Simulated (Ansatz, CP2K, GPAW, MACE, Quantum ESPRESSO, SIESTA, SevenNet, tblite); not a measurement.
**Liquid K2CO3 at 1100 K (108 atoms): forces by two methods**

36 K+, 18 CO3 2- placed at random, at 1.93 g/cm³; overlaps pushed apart, then 10 ps at 1500 K with harmonic planar carbonate ions with charges +1 on C and -1 on O; Joung-Cheatham ions (J. Phys. Chem. B 112, 9020 (2008)); charges of ions scaled by 0.8. Snapshot after 20 ps at 1100 K and fixed volume. The starting density is a measured one. Then every atom was moved at random, 0.03 Å r.m.s. a Cartesian component.

Two calculations on one geometry. First: Kohn-Sham DFT, PBE, SSSP efficiency 1.3.0 pseudopotentials, plane waves; sssp-1.3.0-efficiency; 60/480 Ry; levels smeared at 580 K (Quantum ESPRESSO 7.5; Γ point). Second: Kohn-Sham DFT, PBE, PAW, plane waves (Ansatz 0.2.0; cutoff 420 eV, Γ point, fermi-dirac smearing of 0.05 eV; PAW set soft_2).

Cell vectors (Å):

```
12.892 0.000 0.000
0.000 12.892 0.000
0.000 0.000 12.892
```

Atom, position (Å) and force of the first calculation (eV/Å):

```
1 C 3.220 5.009 8.643 -1.358 4.435 2.243
2 O 2.069 4.851 9.196 -2.213 -1.214 -0.483
3 O 4.051 4.136 8.580 3.273 -3.622 -0.976
4 O 3.550 6.297 8.478 0.645 0.425 -0.944
5 C 11.738 7.703 12.680 3.003 -7.536 -1.619
6 O 11.717 8.784 0.197 -0.314 12.390 4.723
7 O 10.855 7.284 11.937 -3.120 -2.343 -2.760
8 O 12.797 6.978 0.159 0.320 -1.606 0.282
9 C 10.869 2.085 2.470 4.045 -1.556 6.966
10 O 11.416 3.178 2.266 5.016 3.616 0.320
11 O 9.858 1.937 1.942 -10.506 -3.130 -5.600
12 O 11.193 1.135 3.490 0.985 1.614 -1.839
13 C 10.160 1.332 8.003 1.151 1.968 0.177
14 O 8.951 1.692 8.066 -2.576 -0.238 -0.499
15 O 10.632 0.424 8.734 0.568 -2.743 1.039
16 O 10.981 2.064 7.315 1.260 0.446 -1.052
17 C 12.790 0.769 11.480 7.618 6.842 1.456
18 O 0.034 2.033 11.373 0.112 4.794 -2.444
19 O 11.767 0.353 11.737 -12.897 -6.972 1.777
20 O 0.979 0.225 11.738 5.616 -5.022 -0.023
21 C 3.850 12.329 8.262 7.937 0.480 -0.575
22 O 3.302 11.274 8.195 -3.782 -7.570 -1.571
23 O 5.243 12.341 8.019 -1.481 0.550 -0.025
24 O 3.316 0.384 8.756 -2.846 6.484 2.432
25 C 3.240 12.332 3.383 -0.496 1.162 -2.537
26 O 2.811 0.002 2.342 -1.911 2.835 -5.079
27 O 2.510 11.430 3.765 -2.263 -4.817 3.850
28 O 4.331 12.729 3.773 4.730 0.463 3.047
29 C 8.202 4.947 11.200 -0.468 -3.700 -2.240
30 O 7.760 6.108 10.938 0.345 1.418 0.581
31 O 9.395 4.672 11.665 -0.598 0.291 0.263
32 O 7.420 3.902 10.753 1.093 1.563 1.534
33 C 2.887 4.230 12.886 -2.741 3.468 6.266
34 O 3.005 3.038 0.254 0.748 -4.873 -0.182
35 O 2.328 5.043 0.970 -0.023 -1.028 0.203
36 O 3.290 4.839 11.944 2.468 1.623 -5.759
37 C 7.225 12.747 12.593 0.977 -1.458 2.765
38 O 7.905 11.836 12.078 3.949 -4.692 0.249
39 O 6.620 0.446 11.739 -5.800 5.603 -4.161
40 O 7.122 0.084 0.965 -0.146 0.239 1.049
41 C 2.897 3.818 5.175 5.045 1.788 2.742
42 O 2.476 2.813 5.628 -3.758 -9.575 2.545
43 O 4.111 4.099 5.435 4.041 1.470 -0.894
44 O 2.161 4.673 4.799 -5.688 7.011 -4.885
45 C 6.803 4.387 3.763 0.714 -0.147 -0.557
46 O 7.343 5.414 3.258 1.244 3.192 -0.630
47 O 7.070 3.978 4.912 1.158 -0.739 3.808
48 O 6.054 3.700 3.050 -3.050 -2.555 -3.105
49 C 8.918 10.598 3.800 6.814 -6.820 -4.838
50 O 8.548 9.614 3.050 -0.899 -3.126 -0.936
51 O 8.082 11.381 4.020 -5.585 8.070 4.136
52 O 10.265 10.621 3.901 -0.515 1.198 2.266
53 C 7.688 9.111 8.136 3.646 -4.380 2.191
54 O 6.871 9.841 7.644 -3.563 3.164 -2.535
55 O 8.584 9.554 8.987 1.021 0.825 0.895
56 O 7.750 7.799 7.914 -0.714 0.352 -0.787
57 C 3.914 8.412 4.260 1.780 -0.900 3.613
58 O 4.513 8.825 3.277 3.797 1.961 -3.198
59 O 4.406 8.170 5.454 2.259 0.751 0.918
60 O 2.770 8.062 4.161 -8.338 -1.763 -1.617
61 C 4.429 9.139 12.435 3.207 1.769 -3.717
62 O 4.636 10.321 12.886 -0.489 1.838 1.847
63 O 3.266 8.864 12.069 -2.266 -2.119 0.138
64 O 5.538 8.583 11.919 -1.546 -0.849 0.943
65 C 0.224 9.256 9.031 1.471 -3.917 0.344
66 O 12.505 10.225 8.637 -3.064 6.268 -2.981
67 O 1.027 8.601 8.323 2.128 -1.017 -2.849
68 O 12.813 8.785 10.146 -0.645 -1.303 4.133
69 C 11.354 5.860 5.618 -4.033 -0.510 3.129
70 O 11.966 6.445 4.827 6.446 9.547 -9.411
71 O 10.328 6.322 6.148 -3.838 1.799 2.781
72 O 11.794 4.771 5.814 1.501 -8.951 3.767
73 K 7.041 1.256 3.578 -0.061 0.053 -0.441
74 K 0.269 0.578 1.788 0.329 -0.043 -0.161
75 K 5.889 2.959 12.485 0.441 -0.110 0.068
76 K 5.771 5.996 6.834 -0.761 -1.139 0.826
77 K 9.389 3.668 6.033 -0.206 0.175 0.107
78 K 5.230 6.073 11.215 0.308 0.079 -0.738
79 K 2.281 9.432 1.594 0.381 0.219 0.698
80 K 7.982 8.393 11.822 0.583 0.270 0.096
81 K 4.160 5.898 2.966 0.175 -0.586 0.125
82 K 9.950 7.147 9.187 -0.270 -0.437 0.457
83 K 1.750 6.814 6.252 0.289 -0.282 0.359
84 K 0.963 6.503 2.587 0.127 -0.825 0.092
85 K 5.477 10.707 5.127 0.003 0.498 0.721
86 K 11.199 8.921 6.692 -0.358 -0.199 -0.173
87 K 5.547 11.150 10.550 -0.484 -0.539 0.030
88 K 1.963 6.825 10.849 -0.571 0.200 -0.086
89 K 12.856 4.004 7.898 0.373 -0.315 0.269
90 K 3.880 0.186 12.560 -0.478 -0.068 0.621
91 K 5.250 2.415 6.891 -0.373 -0.269 0.221
92 K 6.050 10.644 1.909 0.706 0.060 0.531
93 K 12.713 2.835 4.813 0.541 -0.502 -0.345
94 K 12.362 4.285 12.838 0.382 0.067 -0.110
95 K 7.663 12.324 9.388 0.924 0.802 -0.729
96 K 1.346 10.601 5.907 0.576 0.084 0.276
97 K 10.840 10.345 10.918 -0.535 0.133 -0.176
98 K 4.516 8.792 8.207 -0.524 -0.019 -0.117
99 K 9.608 12.306 1.289 0.236 -0.100 0.291
100 K 0.429 12.702 9.041 0.166 0.079 -0.546
101 K 9.440 12.420 6.119 0.275 -0.016 -0.353
102 K 10.565 2.526 10.403 -0.801 0.021 0.362
103 K 11.028 7.996 3.014 -0.781 0.795 -0.326
104 K 0.977 10.306 11.789 0.172 0.025 0.069
105 K 6.922 7.564 4.939 1.179 0.539 -0.915
106 K 3.531 2.450 2.613 0.193 0.224 0.921
107 K 9.438 4.937 1.387 -0.367 -0.337 0.097
108 K 2.870 2.384 10.285 -0.395 0.536 -0.132
```

**Question.** What forces does the second calculation give?

Atom and force (eV/Å):

```
1 -1.319 4.386 2.260
2 -2.123 -1.205 -0.521
3 3.163 -3.505 -0.963
4 0.626 0.348 -0.933
5 2.971 -7.367 -1.574
6 -0.316 12.118 4.618
7 -3.020 -2.288 -2.672
8 0.255 -1.558 0.258
9 3.861 -1.523 6.852
10 4.943 3.491 0.338
11 -10.232 -3.076 -5.463
12 0.971 1.652 -1.880
13 1.147 1.969 0.195
14 -2.466 -0.270 -0.502
15 0.521 -2.657 0.972
16 1.198 0.391 -1.000
17 7.430 6.767 1.539
18 0.096 4.673 -2.430
19 -12.565 -6.838 1.700
20 5.488 -4.961 -0.047
21 7.835 0.453 -0.528
22 -3.696 -7.384 -1.553
23 -1.541 0.549 -0.014
24 -2.768 6.325 2.354
25 -0.505 1.160 -2.555
26 -1.865 2.774 -4.970
27 -2.175 -4.709 3.802
28 4.607 0.419 3.003
29 -0.473 -3.684 -2.251
30 0.383 1.325 0.600
31 -0.674 0.314 0.233
32 1.134 1.619 1.555
33 -2.697 3.479 6.209
34 0.737 -4.742 -0.218
35 0.003 -1.069 0.152
36 2.407 1.520 -5.617
37 0.950 -1.452 2.666
38 3.872 -4.589 0.301
39 -5.701 5.508 -4.029
40 -0.140 0.225 0.961
41 4.957 1.766 2.779
42 -3.679 -9.374 2.458
43 3.928 1.443 -0.916
44 -5.566 6.858 -4.815
45 0.709 -0.165 -0.567
46 1.196 3.100 -0.585
47 1.129 -0.701 3.697
48 -2.968 -2.482 -3.027
49 6.680 -6.739 -4.841
50 -0.874 -3.039 -0.874
51 -5.407 7.899 4.082
52 -0.585 1.202 2.259
53 3.596 -4.327 2.165
54 -3.445 3.062 -2.462
55 0.959 0.799 0.838
56 -0.720 0.431 -0.774
57 1.714 -0.918 3.567
58 3.719 1.906 -3.081
59 2.223 0.767 0.837
60 -8.158 -1.708 -1.606
61 3.177 1.807 -3.736
62 -0.509 1.740 1.808
63 -2.154 -2.091 0.171
64 -1.608 -0.818 0.969
65 1.431 -3.888 0.345
66 -2.982 6.132 -2.926
67 2.054 -0.956 -2.783
68 -0.616 -1.254 4.013
69 -3.915 -0.504 3.028
70 6.295 9.385 -9.206
71 -3.734 1.752 2.724
72 1.428 -8.749 3.723
73 -0.059 0.057 -0.439
74 0.325 -0.041 -0.162
75 0.441 -0.108 0.069
76 -0.763 -1.140 0.826
77 -0.203 0.176 0.105
78 0.309 0.079 -0.738
79 0.384 0.220 0.697
80 0.583 0.270 0.096
81 0.177 -0.585 0.127
82 -0.270 -0.438 0.456
83 0.290 -0.285 0.359
84 0.127 -0.825 0.091
85 -0.001 0.495 0.719
86 -0.356 -0.200 -0.171
87 -0.485 -0.540 0.031
88 -0.571 0.199 -0.087
89 0.374 -0.313 0.269
90 -0.476 -0.069 0.621
91 -0.375 -0.269 0.218
92 0.707 0.061 0.529
93 0.542 -0.504 -0.349
94 0.383 0.066 -0.110
95 0.924 0.801 -0.728
96 0.576 0.084 0.277
97 -0.532 0.131 -0.177
98 -0.520 -0.017 -0.115
99 0.234 -0.100 0.292
100 0.167 0.080 -0.543
101 0.276 -0.016 -0.352
102 -0.801 0.018 0.359
103 -0.782 0.795 -0.327
104 0.171 0.025 0.066
105 1.177 0.539 -0.915
106 0.192 0.224 0.924
107 -0.368 -0.338 0.098
108 -0.396 0.541 -0.129
```

The two sets differ by 70.3 meV/Å r.m.s., 2.4 % of the r.m.s. force of the Ansatz run. The network of bonds at the start is that of the classical potential that made the cell, and needn't be the one that DFT or experiment would give. The electronic-structure runs sample only Γ, in a cell whose shortest periodic width is 13 Å.

[Logs are printed without paths, hosts, clocks, repeated set-up lines and the standing remarks that a program may print on its own settings, such as how far it seeks lower states.]

[Hosts, paths, dates, database ids (printed as entryN), source tags and the programs' standing remarks are cut or masked in the printed files.]
